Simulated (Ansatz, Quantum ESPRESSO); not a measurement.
## Pm3Al (Pm-3m): zone-centre phonons

Which modes does Pm3Al (Pm-3m) have at the zone centre?

Calculated with Quantum ESPRESSO 7.5; DFT PBEsol, scalar-relativistic, plane waves, PseudoDojo norm-conserving, 4f in core pseudopotentials.

### Step 1. Set-up

Symmetry: Pm-3m, No. 221, cubic system. Conventional cell: a = 4.857 Å, b = 4.857 Å, c = 4.857 Å, α = 90.00°, β = 90.00°, γ = 90.00°. Nearest to Pm lie 4 Al at 3.43 Å and 8 Pm at 3.43 Å. Nearest to Al lie 12 Pm at 3.43 Å. Farther neighbours are not listed.

### Step 2. A first look

A cheap run with smearing and empty bands tells whether the crystal has a gap, which decides between fixed occupations and smearing later on.

Input file probe.in:

```
&CONTROL
  calculation = 'scf'
  prefix      = 'x'
  outdir      = './tmp'
  pseudo_dir  = './pseudo'
  tprnfor     = .true.
  tstress     = .true.
  verbosity   = 'high'
/
&SYSTEM
  ibrav       = 1
  celldm(1)   = 9.17783259
  nat         = 4
  ntyp        = 2
  ecutwfc     = 44.0
  input_dft   = 'pbesol'
  occupations = 'smearing'
  smearing    = 'gaussian'
  degauss     = 0.01
/
&ELECTRONS
  conv_thr         = 1.0d-07
  mixing_beta      = 0.7
  electron_maxstep = 100
/
ATOMIC_SPECIES
 Pm    144.9128  Pm.upf
 Al     26.9815  Al.upf
ATOMIC_POSITIONS crystal
 Pm     0.000000000   0.500000000   0.500000000
 Pm     0.500000000   0.000000000   0.500000000
 Pm     0.500000000   0.500000000   0.000000000
 Al     0.000000000   0.000000000   0.000000000
K_POINTS automatic
 4 4 4 0 0 0
```

On the command line:

```sh
$ OMP_NUM_THREADS=1 mpirun -n 4 pw.x -nk 4 -in probe.in > probe.out
```

What it wrote:

```text
[banners, grids, parts of the stress and lines that vanish by symmetry left out]
Program PWSCF v.7.5
     IMPORTANT: XC functional enforced from input :
     Exchange-correlation= PBESOL
                           (   1   4  10   8   0   0   0)
[...]
kinetic-energy cutoff     =      44.0000  Ry
     charge density cutoff     =     176.0000  Ry
     scf convergence threshold =      1.0E-07
[...]
Exchange-correlation= PBESOL
                           (   1   4  10   8   0   0   0)
[...]
48 Sym. Ops., with inversion, found
[...]
(     0          1          0      )
                  (     0          0          1      )
[...]
(  0.0000000  1.0000000  0.0000000 )
                  (  0.0000000  0.0000000  1.0000000 )
[...]
(     0         -1          0      )
[...]
(     1          0          0      )
[...]
( -1.0000000  0.0000000  0.0000000 )
                  (  0.0000000  1.0000000  0.0000000 )
[...]
number of k points=    10  Gaussian smearing, width (Ry)=  0.0100
[...]
End of self-consistent calculation
[...]
the Fermi energy is    10.4503 ev
!    total energy              =    -238.50268803 Ry
[...]
convergence has been achieved in   7 iterations
[...]
atom    1 type  1   force =     0.00000000    0.00000000    0.00000000
     atom    2 type  1   force =     0.00000000    0.00000000    0.00000000
     atom    3 type  1   force =     0.00000000    0.00000000    0.00000000
     atom    4 type  2   force =     0.00000000    0.00000000    0.00000000
[...]
Total force =     0.000000     Total SCF correction =     0.000000
[...]
total   stress  (Ry/bohr**3)                   (kbar)     P=      -19.84
[...]
XML data file, charge density, pseudopotentials, collected wavefunctions

   JOB DONE.
```

Elapsed: 4.1 s, on 4 MPI ranks of Arm Neoverse V2, shared host.

This step gave:

| Property | Result |
| --- | --- |
| volume per atom | 28.64 Å³ |
| pressure | -1.984 GPa |
| gap on the k-mesh | 0 eV |

No gap opens on this mesh, so smearing is kept; the start stands at -2.0 GPa.

### Step 3. Relaxation

The harmonic expansion starts where the forces on the atoms vanish, and stress shifts the frequencies, so cell and atoms are relaxed with tight thresholds.

Input file relax.in:

```
&CONTROL
  calculation   = 'vc-relax'
  prefix        = 'x'
  outdir        = './tmp'
  pseudo_dir    = './pseudo'
  tprnfor       = .true.
  tstress       = .true.
  forc_conv_thr = 2.0d-05
  etot_conv_thr = 1.0d-07
  nstep         = 40
/
&SYSTEM
  ibrav       = 1
  celldm(1)   = 9.17783259
  nat         = 4
  ntyp        = 2
  ecutwfc     = 44.0
  input_dft   = 'pbesol'
  occupations = 'smearing'
  smearing    = 'mv'
  degauss     = 0.02
/
&ELECTRONS
  conv_thr         = 1.0d-11
  mixing_beta      = 0.7
  electron_maxstep = 100
/
&IONS
/
&CELL
  press_conv_thr = 0.1
/
ATOMIC_SPECIES
 Pm    144.9128  Pm.upf
 Al     26.9815  Al.upf
ATOMIC_POSITIONS crystal
 Pm     0.000000000   0.500000000   0.500000000
 Pm     0.500000000   0.000000000   0.500000000
 Pm     0.500000000   0.500000000   0.000000000
 Al     0.000000000   0.000000000   0.000000000
K_POINTS automatic
 6 6 6 0 0 0
```

On the command line:

```sh
$ OMP_NUM_THREADS=1 mpirun -n 4 pw.x -nk 4 -in relax.in > relax.out
```

What it wrote:

```text
[banners, grids, parts of the stress and lines that vanish by symmetry left out]
[banner, memory and clock lines left out]
Program PWSCF v.7.5

[...]
Exchange-correlation= PBESOL
                           (   1   4  10   8   0   0   0)
[...]
kinetic-energy cutoff     =      44.0000  Ry
     charge density cutoff     =     176.0000  Ry
     scf convergence threshold =      1.0E-11
[...]
energy convergence thresh.=      1.0E-07
     force convergence thresh. =      2.0E-05
     press convergence thresh. =      1.0E-01
     Exchange-correlation= PBESOL
                           (   1   4  10   8   0   0   0)
[...]
48 Sym. Ops., with inversion, found
[...]
number of k points=    20  Marzari-Vanderbilt smearing, width (Ry)=  0.0200
[...]
End of self-consistent calculation
[...]
the Fermi energy is    10.4136 ev
!    total energy              =    -238.50377340 Ry
[...]
convergence has been achieved in  12 iterations
[...]
atom    1 type  1   force =     0.00000000    0.00000000    0.00000000
     atom    2 type  1   force =     0.00000000    0.00000000    0.00000000
     atom    3 type  1   force =     0.00000000    0.00000000    0.00000000
     atom    4 type  2   force =     0.00000000    0.00000000    0.00000000
     Total force =     0.000000     Total SCF correction =     0.000000
[...]
total   stress  (Ry/bohr**3)                   (kbar)     P=      -24.03
[...]
number of bfgs steps    =   0
[...]
CELL_PARAMETERS (alat=  9.17783259)
[...]
ATOMIC_POSITIONS (crystal)
Pm               0.0000000000        0.5000000000        0.5000000000
Pm               0.5000000000        0.0000000000        0.5000000000
Pm               0.5000000000        0.5000000000        0.0000000000
Al               0.0000000000        0.0000000000        0.0000000000
[...]
New effective cutoffs (rho, wfc):  176.73   44.35
[...]
End of self-consistent calculation
[...]
the Fermi energy is    10.5659 ev
!    total energy              =    -238.50515744 Ry
[...]
convergence has been achieved in   8 iterations
[...]
atom    1 type  1   force =     0.00000000    0.00000000    0.00000000
     atom    2 type  1   force =     0.00000000    0.00000000    0.00000000
     atom    3 type  1   force =     0.00000000    0.00000000    0.00000000
     atom    4 type  2   force =     0.00000000    0.00000000    0.00000000
     Total force =     0.000000     Total SCF correction =     0.000000
[...]
total   stress  (Ry/bohr**3)                   (kbar)     P=      -19.08
[...]
number of bfgs steps    =   1
[...]
CELL_PARAMETERS (alat=  9.17783259)
[...]
ATOMIC_POSITIONS (crystal)
[...]
New effective cutoffs (rho, wfc):  178.92   44.90
[...]
End of self-consistent calculation
[...]
the Fermi energy is    10.7988 ev
!    total energy              =    -238.50660360 Ry
[...]
convergence has been achieved in  10 iterations
[...]
atom    1 type  1   force =     0.00000000    0.00000000    0.00000000
     atom    2 type  1   force =     0.00000000    0.00000000    0.00000000
     atom    3 type  1   force =     0.00000000    0.00000000    0.00000000
     atom    4 type  2   force =     0.00000000    0.00000000    0.00000000
     Total force =     0.000000     Total SCF correction =     0.000000
[...]
total   stress  (Ry/bohr**3)                   (kbar)     P=      -11.18
[...]
number of bfgs steps    =   2
[...]
CELL_PARAMETERS (alat=  9.17783259)
[...]
ATOMIC_POSITIONS (crystal)
[...]
New effective cutoffs (rho, wfc):  182.01   45.68
[...]
End of self-consistent calculation
[...]
the Fermi energy is    11.1276 ev
!    total energy              =    -238.50729606 Ry
[...]
convergence has been achieved in  11 iterations
[...]
atom    1 type  1   force =     0.00000000    0.00000000    0.00000000
     atom    2 type  1   force =     0.00000000    0.00000000    0.00000000
[...]
Total force =     0.000000     Total SCF correction =     0.000000
[...]
total   stress  (Ry/bohr**3)                   (kbar)     P=        0.68
[...]
number of bfgs steps    =   3
[...]
CELL_PARAMETERS (alat=  9.17783259)
[...]
ATOMIC_POSITIONS (crystal)
[...]
New effective cutoffs (rho, wfc):  181.83   45.63
[...]
End of self-consistent calculation
[...]
the Fermi energy is    11.1087 ev
!    total energy              =    -238.50729845 Ry
[...]
convergence has been achieved in   9 iterations
[...]
Total force =     0.000000     Total SCF correction =     0.000000
[...]
total   stress  (Ry/bohr**3)                   (kbar)     P=       -0.02
[...]
number of bfgs steps    =   4
[...]
small trust_radius: resetting bfgs history
[...]
CELL_PARAMETERS (alat=  9.17783259)
[...]
ATOMIC_POSITIONS (crystal)
[...]
New effective cutoffs (rho, wfc):  181.83   45.63
[...]
End of self-consistent calculation
[...]
the Fermi energy is    11.1089 ev
!    total energy              =    -238.50729845 Ry
[...]
convergence has been achieved in   4 iterations
[...]
atom    1 type  1   force =     0.00000000    0.00000000    0.00000000
     atom    2 type  1   force =     0.00000000    0.00000000    0.00000000
     atom    3 type  1   force =     0.00000000    0.00000000    0.00000000
     atom    4 type  2   force =     0.00000000    0.00000000    0.00000000
     Total force =     0.000000     Total SCF correction =     0.000000
[...]
total   stress  (Ry/bohr**3)                   (kbar)     P=       -0.02
[...]
bfgs converged in   6 scf cycles and   5 bfgs steps
[...]
End of BFGS Geometry Optimization
     Final enthalpy           =    -238.5072984498 Ry
     File ./tmp/x.bfgs deleted, as requested
[...]
CELL_PARAMETERS (alat=  9.17783259)
[...]
ATOMIC_POSITIONS (crystal)
[...]
Pm               0.5000000000        0.5000000000        0.0000000000
Al               0.0000000000        0.0000000000        0.0000000000
[...]
Final scf calculation at the relaxed structure.
[...]
kinetic-energy cutoff     =      44.0000  Ry
     charge density cutoff     =     176.0000  Ry
     scf convergence threshold =      1.0E-13
[...]
press convergence thresh. =      1.0E-01
     Exchange-correlation= PBESOL
                           (   1   4  10   8   0   0   0)
[...]
48 Sym. Ops., with inversion, found
[...]
number of k points=    20  Marzari-Vanderbilt smearing, width (Ry)=  0.0200
[...]
c_bands:  1 eigenvalues not converged
[...]
End of self-consistent calculation
[...]
the Fermi energy is    11.1089 ev
!    total energy              =    -238.50724167 Ry
[...]
convergence has been achieved in  13 iterations
[...]
atom    1 type  1   force =     0.00000000    0.00000000    0.00000000
     atom    2 type  1   force =     0.00000000    0.00000000    0.00000000
     atom    3 type  1   force =     0.00000000    0.00000000    0.00000000
     atom    4 type  2   force =     0.00000000    0.00000000    0.00000000
     Total force =     0.000000     Total SCF correction =     0.000000
[...]
total   stress  (Ry/bohr**3)                   (kbar)     P=       -0.27
[...]
XML data file, charge density, pseudopotentials, collected wavefunctions
```

Run time: 49 s. Hardware: 4 MPI ranks; 3.2 min of CPU time.

The steps of the relaxation:

| step | energy less that of the first step (eV) | largest force (eV/Å) | pressure (GPa) | volume (Å³) |
| --- | --- | --- | --- | --- |
| 1 | 0.0000 | 0.0000 | -2.40 | 114.56 |
| 2 | -0.0188 | 0.0000 | -1.91 | 113.16 |
| 3 | -0.0385 | 0.0000 | -1.12 | 111.08 |
| 4 | -0.0479 | 0.0000 | 0.07 | 108.27 |
| 5 | -0.0480 | 0.0000 | 0.00 | 108.43 |
| 6 | -0.0480 | 0.0000 | 0.00 | 108.43 |
| 7 | -0.0472 | 0.0000 | -0.03 | 108.43 |

```
conventional cell, symmetrised  before  after  change
                         a (Å)   4.857  4.768  -1.8 %
                         b (Å)   4.857  4.768  -1.8 %
                         c (Å)   4.857  4.768  -1.8 %
              volume (Å³/atom)   28.64  27.11  -5.3 %
```

The relaxed structure:

```
CELL_PARAMETERS angstrom
4.76850 0.00000 0.00000
0.00000 4.76850 0.00000
0.00000 0.00000 4.76850
ATOMIC_POSITIONS crystal
Pm 0.00000 0.50000 0.50000
Pm 0.50000 0.00000 0.50000
Pm 0.50000 0.50000 0.00000
Al 0.00000 0.00000 0.00000
```

The last row of the table of steps is pw.x's closing run on a basis chosen anew for the final cell, so its energy can jump.

This step gave:

```yaml
volume_per_atom: 27.11 Å³
pressure: -0.02700 GPa
```

The volume changes by -5.3 % from the cell with which this run began.

### Step 4. Ground state

The response is built on this ground state, so it is converged far tighter than an energy would need. Smearing stays on, as the first look found no gap above 0.3 eV.

Input file scf.in:

```
&CONTROL
  calculation = 'scf'
  prefix      = 'x'
  outdir      = './tmp'
  pseudo_dir  = './pseudo'
  tprnfor     = .true.
  tstress     = .true.
/
&SYSTEM
  ibrav       = 1
  celldm(1)   = 9.01115351
  nat         = 4
  ntyp        = 2
  ecutwfc     = 44.0
  input_dft   = 'pbesol'
  occupations = 'smearing'
  smearing    = 'mv'
  degauss     = 0.02
/
&ELECTRONS
  conv_thr         = 1.0d-12
  mixing_beta      = 0.7
  electron_maxstep = 100
/
ATOMIC_SPECIES
 Pm    144.9128  Pm.upf
 Al     26.9815  Al.upf
ATOMIC_POSITIONS crystal
 Pm     0.000000000   0.500000000   0.500000000
 Pm     0.500000000   0.000000000   0.500000000
 Pm     0.500000000   0.500000000   0.000000000
 Al     0.000000000   0.000000000   0.000000000
K_POINTS automatic
 6 6 6 0 0 0
```

On the command line:

```sh
$ OMP_NUM_THREADS=1 mpirun -n 4 pw.x -nk 4 -in scf.in > scf.out
```

What it wrote:

```text
[banners, grids, parts of the stress and lines that vanish by symmetry left out]
[banner, memory and clock lines left out]
Program PWSCF v.7.5

[...]
Exchange-correlation= PBESOL
                           (   1   4  10   8   0   0   0)
[...]
kinetic-energy cutoff     =      44.0000  Ry
     charge density cutoff     =     176.0000  Ry
     scf convergence threshold =      1.0E-12
[...]
Exchange-correlation= PBESOL
                           (   1   4  10   8   0   0   0)
[...]
48 Sym. Ops., with inversion, found
[...]
number of k points=    20  Marzari-Vanderbilt smearing, width (Ry)=  0.0200
[...]
c_bands:  1 eigenvalues not converged
[...]
End of self-consistent calculation
[...]
the Fermi energy is    11.1089 ev
!    total energy              =    -238.50724167 Ry
[...]
convergence has been achieved in  14 iterations
[...]
atom    1 type  1   force =     0.00000000    0.00000000    0.00000000
     atom    2 type  1   force =     0.00000000    0.00000000    0.00000000
     atom    3 type  1   force =     0.00000000    0.00000000    0.00000000
     atom    4 type  2   force =     0.00000000    0.00000000    0.00000000
     Total force =     0.000000     Total SCF correction =     0.000000
[...]
total   stress  (Ry/bohr**3)                   (kbar)     P=       -0.27
[...]
XML data file, charge density, pseudopotentials, collected wavefunctions
```

The job ended after 9.9 s (4 MPI ranks).

The cell stands at -0.027 GPa, close enough for phonons.

(Part 1 of 3 ends here.)

[Host names and launcher messages were left out of these logs when they were recorded.]

[Logs are printed without paths, hosts, clocks, repeated set-up lines and the standing remarks that a program may print on its own settings, such as how far it seeks lower states.]

[Hosts, paths, dates, database ids (printed as entryN), source tags and the programs' standing remarks are cut or masked in the printed files.]
